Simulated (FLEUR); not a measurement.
# Magnetic state of YMnSi from several starts

Wanted: the moments of YMnSi and the energy of each order that was tried.

Method: LDA (VWN); all-electron FLAPW, Dirac cores, scalar-relativistic bands, in FLEUR MaX-R8.1.

### Step 1. The starting structure

It takes space group P4/nmm (No. 129, tetragonal). The conventional cell has a = 3.900 Å, b = 3.900 Å, c = 7.299 Å, α = 90.00°, β = 90.00°, γ = 90.00°. Nearest to Y lie 5 Si at 2.92 to 3.37 Å and 4 Mn at 3.13 Å. Mn has 4 Si at 2.45 Å and 4 Mn at 2.76 Å and 4 Y at 3.13 Å nearest. Nearest to Si lie 4 Mn at 2.45 Å and 5 Y at 2.92 to 3.37 Å. Farther neighbours are not listed.

Coordinates:

```xyz
6
Lattice="3.8998 0.0000 0.0000 0.0000 3.8998 0.0000 0.0000 0.0000 7.2986" Properties=species:S:1:pos:R:3 pbc="T T T"
Y     1.9499    0.0000    4.8530
Y     0.0000    1.9499    2.4456
Mn    0.0000    0.0000    0.0000
Mn    1.9499    1.9499    0.0000
Si    0.0000    1.9499    5.8163
Si    1.9499    0.0000    1.4823
```

The cell comes from a database of computed structures and need not be the stable phase.

### Step 2. Order 1, typed as ferro ++

The parallel start is the test of whether parallel moments hold.

inpgen writes inp.xml from crystal.txt; cutoffs, mixing, functional, smearing and local orbitals are then set in the file. The k list default-1 (kpts.xml, not shown) is a Γ-centred 8×8×4 mesh; where the ranks do not divide the number of points, some are split in two of half the weight.

File inp.xml:

```
<?xml version="1.0" encoding="UTF-8" standalone="no"?>
<fleurInput fleurInputVersion="0.39">
   <comment>
      YMnSi
   </comment>
   <calculationSetup>
      <cutoffs Kmax="4.21" Gmax="12.6" GmaxXC="12.6" numbands="0"/>
      <scfLoop itmax="90" minDistance="0.00002" maxIterBroyd="15" imix="Anderson" alpha="0.05" precondParam="0.0" spinf="2.0" sdNocoIR="T"/>
      <coreElectrons ctail="T" frcor="F" kcrel="0" coretail_lmax="0"/>
      <xcFunctional name="vwn" relativisticCorrections="F"/>
      <magnetism jspins="2"/>
      <soc l_soc="F" theta="0.0" phi="0.0" spav="F"/>
      <expertModes spex="0" secvar="F"/>
      <geometryOptimization l_f="F" forcealpha="1.0" forcemix="BFGS" epsdisp="0.00001" epsforce="0.00001"/>
      <ldaU l_linMix="F" mixParam="0.05" spinf="1.0"/>
   </calculationSetup>
   <cell>
      <bzIntegration valenceElectrons="60.0" mode="hist" fermiSmearingEnergy="0.00183747">
         <kPointListSelection listName="default-1"/>
         <xi:include xmlns:xi="http://www.w3.org/2001/XInclude" href="kpts.xml"> </xi:include>
      </bzIntegration>
      <xi:include xmlns:xi="http://www.w3.org/2001/XInclude" href="sym.xml"> </xi:include>
      <bulkLattice scale="1.0">
         <bravaisMatrix>
            <row-1>    7.3695225145696277     0.0000000000000000     0.0000000000000000</row-1>
            <row-2>    0.0000000000000000     7.3695225145696277     0.0000000000000000</row-2>
            <row-3>    0.0000000000000000     0.0000000000000000    13.7922848707827690</row-3>
         </bravaisMatrix>
      </bulkLattice>
   </cell>
   <atomSpecies>
      <species name="Yttrium (Y)" element="Y" atomicNumber="39">
         <mtSphere radius="2.8" gridPoints="925" logIncrement="0.014"/>
         <atomicCutoffs lmax="10" lnonsphr="8"/>
         <electronConfig flipSpins="F">
            <coreConfig>(1s1/2) (2s1/2) (2p1/2) (2p3/2) (3s1/2) (3p1/2) (3p3/2) (3d3/2) (3d5/2)</coreConfig>
            <valenceConfig>(4s1/2) (4p1/2) (4p3/2) (5s1/2) (4d3/2) (4d5/2)</valenceConfig>
            <stateOccupation state="(4d3/2)" spinUp="0.200000" spinDown="0.200000"/>
            <stateOccupation state="(4d5/2)" spinUp="0.300000" spinDown="0.300000"/>
         </electronConfig>
         <energyParameters s="5" p="5" d="4" f="4"/>
         <lo type="SCLO" l="0" n="4" eDeriv="0"/>
         <lo type="SCLO" l="1" n="4" eDeriv="0"/>
      </species>
      <species name="Manganese 3.500" element="Mn" atomicNumber="25">
         <mtSphere radius="2.54" gridPoints="839" logIncrement="0.015"/>
         <atomicCutoffs lmax="10" lnonsphr="8"/>
         <electronConfig flipSpins="F">
            <coreConfig>(1s1/2) (2s1/2) (2p1/2) (2p3/2)</coreConfig>
            <valenceConfig>(3s1/2) (3p1/2) (3p3/2) (4s1/2) (3d3/2) (3d5/2)</valenceConfig>
            <stateOccupation state="(3d3/2)" spinUp="1.25" spinDown="0.75"/>
            <stateOccupation state="(3d5/2)" spinUp="3.0" spinDown="0.0"/>
         </electronConfig>
         <energyParameters s="4" p="4" d="3" f="4"/>
         <lo type="SCLO" l="0" n="3" eDeriv="0"/>
         <lo type="SCLO" l="1" n="3" eDeriv="0"/>
      </species>
      <species name="Silicon (Si)" element="Si" atomicNumber="14">
         <mtSphere radius="1.78" gridPoints="589" logIncrement="0.019"/>
         <atomicCutoffs lmax="6" lnonsphr="4"/>
         <electronConfig flipSpins="F">
            <coreConfig>(1s1/2) (2s1/2) (2p1/2) (2p3/2)</coreConfig>
            <valenceConfig>(3s1/2) (3p1/2) (3p3/2)</valenceConfig>
            <stateOccupation state="(3p1/2)" spinUp="0.333333" spinDown="0.333333"/>
            <stateOccupation state="(3p3/2)" spinUp="0.666667" spinDown="0.666667"/>
         </electronConfig>
         <energyParameters s="3" p="3" d="3" f="4"/>
      </species>
   </atomSpecies>
   <atomGroups>
      <atomGroup species="Yttrium (Y)">
         <relPos label="                   1">1.000/4.000 -1.000/4.000 -.3350803900</relPos>
         <relPos label="                   2">-1.000/4.000 1.000/4.000 .3350803900</relPos>
         <force calculate="T" relaxXYZ="TTT"/>
      </atomGroup>
      <atomGroup species="Manganese 3.500">
         <relPos label="                   3">-1.000/4.000 -1.000/4.000 .0000000000</relPos>
         <relPos label="                   4">1.000/4.000 1.000/4.000 .0000000000</relPos>
         <force calculate="T" relaxXYZ="TTT"/>
      </atomGroup>
      <atomGroup species="Silicon (Si)">
         <relPos label="                   5">-1.000/4.000 1.000/4.000 -.2030921600</relPos>
         <relPos label="                   6">1.000/4.000 -1.000/4.000 .2030921600</relPos>
         <force calculate="T" relaxXYZ="TTT"/>
      </atomGroup>
   </atomGroups>
   <output dos="F" band="F" slice="F">
      <bandDOS minEnergy="-.5*Htr" maxEnergy="0.5*Htr" sigma="0.015" storeEVData="T"/>
      <plotting iplot="0" polar="F">
         <plot TwoD="T" vec1="  1.0  0.0  0.0" vec2="  0.0  1.0  0.0" vec3="  0.0  0.0  1.0" zero="  0.0  0.0  0.0" file="plot"/>
      </plotting>
      <moessbauerParams electricFieldGradient="F" isomerShift="F" coreHyperfine="F" valenceHyperfine="F"/>
   </output>
</fleurInput>
```

File crystal.txt:

```
YMnSi
&input film=F cartesian=F /
3.89978337000  0.00000000000  0.00000000000
0.00000000000  3.89978337000  0.00000000000
0.00000000000  0.00000000000  7.29856284000
1.8897261246
1.0 1.0 1.0

6
39 0.50000000000  0.00000000000  0.66491961000
39 0.00000000000  0.50000000000  0.33508039000
25 0.00000000000  0.00000000000  0.00000000000 : 3.500
25 0.50000000000  0.50000000000  0.00000000000 : 3.500
14 0.00000000000  0.50000000000  0.79690784000
14 0.50000000000  0.00000000000  0.20309216000

&kpt div1=8 div2=8 div3=4 gamma=T /
```

Launch:

```
$ OMP_NUM_THREADS=1 inpgen -f crystal.txt > inpgen.log  # inp.xml is then edited as shown
$ OMP_NUM_THREADS=1 mpirun -n 4 fleur_MPI > fleur.log
```

What it wrote:

```text
Welcome to FLEUR        (www.flapw.de)
      MaX-Release 8.1          (www.max-centre.eu)

 ========== k-point set info ==========
 Selected k-point list: default-1
 k-point list type: mesh
 0 x 0 x 0
 Number of k points: 48

 ------------Calculation Setup---------------------------
 Number of MPI-tasks      :            4
 Number of PE/node        :            4
 Number of OMP-threads    :            1
 k-points in parallel     :            4
 pe's per k-point         :            1
 No of k-point loops      :           12
 Eigenvalue solver        :       lapack
 Number of basis functions:          997
 Approximate size of matrices (H+S) per k-point:         0.015 GB
 --------------------------------------------------------
 Iteration:     1   Distance:      15.84147258 me/bohr^3
 Iteration:     2   Distance:      15.40191521 me/bohr^3
 Iteration:     3   Distance:      14.99222139 me/bohr^3
 Iteration:     4   Distance:       9.34856879 me/bohr^3
 Iteration:     5   Distance:       4.54931123 me/bohr^3
 Iteration:     6   Distance:       7.99025487 me/bohr^3
 Iteration:     7   Distance:       3.35845697 me/bohr^3
 Iteration:     8   Distance:       2.74377128 me/bohr^3
 Iteration:     9   Distance:       1.20590767 me/bohr^3
 Iteration:    10   Distance:       1.12035815 me/bohr^3
[... 14 iterations left out ...]
 Iteration:    25   Distance:       0.00080005 me/bohr^3
 Iteration:    26   Distance:       0.00064258 me/bohr^3
 Iteration:    27   Distance:       0.00028683 me/bohr^3
 Iteration:    28   Distance:       0.00005926 me/bohr^3
 Iteration:    29   Distance:       0.00009613 me/bohr^3
 Iteration:    30   Distance:       0.00009023 me/bohr^3
 Iteration:    31   Distance:       0.00008680 me/bohr^3
 Iteration:    32   Distance:       0.00003430 me/bohr^3
 Iteration:    33   Distance:       0.00002085 me/bohr^3
 Iteration:    34   Distance:       0.00001419 me/bohr^3

 ********************************************************************
 Run finished successfully
 Stop message:
   all done
 ********************************************************************

--- out.xml (last complete iteration) ---
<iteration numberForCurrentRun="   34" overallNumber="   34">
         [... left out ...]
         <bandgap value="0.0002373676" units="eV"/>
         <sumValenceSingleParticleEnergies value="-31.6554531983" units="Htr"/>
         <FermiEnergy value="0.3227330378" units="Htr"/>
         <valenceDensity>
            <mtCharges spin="1">
               <mtCharge atomType="1" total="4.5960736" s="1.0974830" p="3.0314855" d="0.4495376" f="0.0147393"/>
               <mtCharge atomType="2" total="8.2479387" s="1.2353966" p="3.2871433" d="3.7044134" f="0.0167409"/>
               <mtCharge atomType="3" total="0.6147343" s="0.2830144" p="0.3071661" d="0.0228902" f="0.0014642"/>
            </mtCharges>
            <mtCharges spin="2">
               <mtCharge atomType="1" total="4.6548311" s="1.1021776" p="3.0426154" d="0.4932889" f="0.0142342"/>
               <mtCharge atomType="2" total="6.1971458" s="1.2219140" p="3.2656599" d="1.6910042" f="0.0152795"/>
               <mtCharge atomType="3" total="0.6505373" s="0.2872384" p="0.3435215" d="0.0188202" f="0.0008565"/>
            </mtCharges>
            <spinDependentCharge spin="1" total="31.8831423" interstitial="4.9656491" mtSpheres="26.9174931"/>
            <spinDependentCharge spin="2" total="28.1168577" interstitial="5.1118292" mtSpheres="23.0050285"/>
            <totalCharge value="60.0000000000"/>
         </valenceDensity>
         [... left out ...]
         <allElectronCharges>
            <spinDependentCharge spin="1" total="79.8831422" interstitial="4.9767901" mtSpheres="74.9063522"/>
            <spinDependentCharge spin="2" total="76.1168577" interstitial="5.1230018" mtSpheres="70.9938559"/>
            <totalCharge value="155.9999999593"/>
         </allElectronCharges>
         <magneticMomentsInMTSpheres units="muBohr">
            <globalMagMoment atomType="1" vec="0.00000   0.00000  -0.05876"/>
            <localMagMoment atomType="1" vec="0.00000   0.00000  -0.05876"/>
            <globalMagMoment atomType="2" vec="0.00000   0.00000   2.05079"/>
            <localMagMoment atomType="2" vec="0.00000   0.00000   2.05079"/>
            <globalMagMoment atomType="3" vec="0.00000   0.00000  -0.03579"/>
            <localMagMoment atomType="3" vec="0.00000   0.00000  -0.03579"/>
         </magneticMomentsInMTSpheres>
         <moessbauerParams unitsHFF="kG" unitsIS="e/bohr^3" unitsEFG="Htr/bohr^2">
         </moessbauerParams>
         <totalEnergy value="    -9655.2129610027" units="Htr">
            <sumOfEigenvalues value="    -5643.8409350699">
               <coreElectrons value="-5612.1854818716"/>
               <valenceElectrons value="-31.6554531983"/>
            </sumOfEigenvalues>
            <densityCoulombPotentialIntegral value="-15073.6032320944"/>
            <densityEffectivePotentialIntegral value="-15539.6140451054"/>
            <chargeDenXCDenIntegral value="-351.8956994319"/>
            <FockExchangeEnergyValence value="0.0000000000"/>
            <FockExchangeEnergyCore value="0.0000000000"/>
            <atomTypeDependentContributions atomType="1">
               <electronNucleiInteractionDifferentMTs value="8149.1204273412"/>
               <MadelungTerm value="-35.9099620255"/>
            </atomTypeDependentContributions>
            <atomTypeDependentContributions atomType="2">
               <electronNucleiInteractionDifferentMTs value="2764.9423289207"/>
               <MadelungTerm value="-13.8859067024"/>
            </atomTypeDependentContributions>
            <atomTypeDependentContributions atomType="3">
               <electronNucleiInteractionDifferentMTs value="676.7794482596"/>
               <MadelungTerm value="-21.6506823095"/>
            </atomTypeDependentContributions>
            <tkbTimesEntropy value="0.0015948884"/>
            <freeEnergy value="-9655.2145558911"/>
            <extrapolationTo0K value="-9655.2137584469"/>
         </totalEnergy>
         <densityConvergence units="me/bohr^3">
            <chargeDensity spin="1" distance="0.0000072273"/>
            <chargeDensity spin="2" distance="0.0000103599"/>
            <overallChargeDensity distance="0.0000108535"/>
            <spinDensity distance="0.0000141889"/>
         </densityConvergence>
      </iteration>
```

Run time: 2.4 min. Hardware: 4 MPI ranks of AMD EPYC 9R45, shared host; peak memory 0.52 GiB.

Spin moment in the muffin-tin sphere by atom:

```csv
atom,spin moment in the muffin-tin sphere (μB)
Y1,-0.06
Y2,-0.06
Mn3,2.05
Mn4,2.05
Si5,-0.04
Si6,-0.04
```

This step gave:

```
free energy                                                       : -262731.7726 eV
program's band gap on this mesh (in a metal only a level spacing) : 2.37e-4 eV
magnetization                                                     : 3.766 μB
final state                                                       : ferromagnetic, with opposed induced moments
```

After 34 cycles the largest moment stands at 2.05 μB.

(Continued in part 2 of 3.)

[Logs and program files are shortened in this print: banners, set-up blocks, solver, clock and traceback lines can be left out without a mark of their own.]

[Logs are printed without paths, hosts, clocks, repeated set-up lines and the standing remarks that a program may print on its own settings, such as how far it seeks lower states.]

[Hosts, paths, dates, database ids (printed as entryN), source tags and the programs' standing remarks are cut or masked in the printed files.]

[Where a cell is said to come from a database of computed structures, the database is the Materials Project.]
